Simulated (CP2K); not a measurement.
Trichloroethylene has these distinct C atoms: C2 (bonded to C, Cl and H) and C3 (bonded to C and 2 Cl).

```xyz
6

Cl    1.9266    0.9792   -0.0111
C     0.6949   -0.2172   -0.0235
C    -0.6201    0.0608    0.0165
Cl   -1.2698    1.6495    0.0894
Cl   -1.7765   -1.2265   -0.0018
H     1.0448   -1.2458   -0.0694
```

Their partial C K spectra (CP2K XAS_TDP, all-electron GAPW, PBEh(45%), aug-pc-1, TDA, GW2X-corrected core level, no relativity) are given in random order, each times the number of alike atoms.

Gaussian full width 0.5 eV, oscillator strength per eV, alike atoms added, rows of zeros left out:

| E (eV) | curve 1 | curve 2 |
| --- | --- | --- |
| 286.50 | 0.006 | 0.000 |
| 286.75 | 0.048 | 0.000 |
| 287.00 | 0.101 | 0.000 |
| 287.25 | 0.053 | 0.003 |
| 287.50 | 0.007 | 0.035 |
| 287.75 | 0.000 | 0.102 |
| 288.00 | 0.000 | 0.076 |
| 288.25 | 0.008 | 0.014 |
| 288.50 | 0.052 | 0.001 |
| 288.75 | 0.083 | 0.002 |
| 289.00 | 0.033 | 0.031 |
| 289.25 | 0.003 | 0.122 |
| 289.50 | 0.000 | 0.150 |
| 289.75 | 0.000 | 0.061 |
| 290.00 | 0.000 | 0.008 |
| 290.25 | 0.004 | 0.000 |
| 290.50 | 0.021 | 0.000 |
| 290.75 | 0.028 | 0.000 |
| 291.00 | 0.010 | 0.000 |
| 291.25 | 0.001 | 0.000 |
| 291.75 | 0.001 | 0.000 |
| 292.00 | 0.002 | 0.000 |
| 292.25 | 0.006 | 0.001 |
| 292.50 | 0.018 | 0.002 |
| 292.75 | 0.015 | 0.008 |
| 293.00 | 0.003 | 0.012 |
| 293.25 | 0.002 | 0.008 |
| 293.50 | 0.003 | 0.006 |
| 293.75 | 0.008 | 0.003 |
| 294.00 | 0.017 | 0.002 |
| 294.25 | 0.022 | 0.002 |
| 294.50 | 0.012 | 0.003 |
| 294.75 | 0.008 | 0.007 |
| 295.00 | 0.007 | 0.009 |
| 295.25 | 0.005 | 0.008 |
| 295.50 | 0.007 | 0.009 |
| 295.75 | 0.011 | 0.010 |
| 296.00 | 0.016 | 0.012 |
| 296.25 | 0.012 | 0.015 |
| 296.50 | 0.009 | 0.020 |
| 296.75 | 0.010 | 0.015 |
| 297.00 | 0.012 | 0.008 |
| 297.25 | 0.025 | 0.003 |
| 297.50 | 0.039 | 0.001 |
| 297.75 | 0.025 | 0.003 |

Which curve belongs to which atom?

Curve 1: C2 (bonded to C, Cl and H), leading line at 287.01 eV (f = 0.054 an atom), ionisation energy 293.12 eV, term value 6.11 eV. Curve 2: C3 (bonded to C and 2 Cl), leading line at 287.82 eV (f = 0.058 an atom), ionisation energy 294.02 eV, term value 6.20 eV. The leading line of an atom is its first one with 35 % of the strongest within 2.5 eV of its lowest line over the strength cut. A line lies at the core ionisation energy, which rises as an atom loses charge to its neighbours or to a π system, less the term value, which is large for a low π* or σ* orbital with weight on that atom.

[Banner, clock and machine lines of the logs are left out without a mark of their own.]

[Logs are printed without paths, hosts, clocks, repeated set-up lines and the standing remarks that a program may print on its own settings, such as how far it seeks lower states.]

[Hosts, paths, dates, database ids (printed as entryN), source tags and the programs' standing remarks are cut or masked in the printed files.]
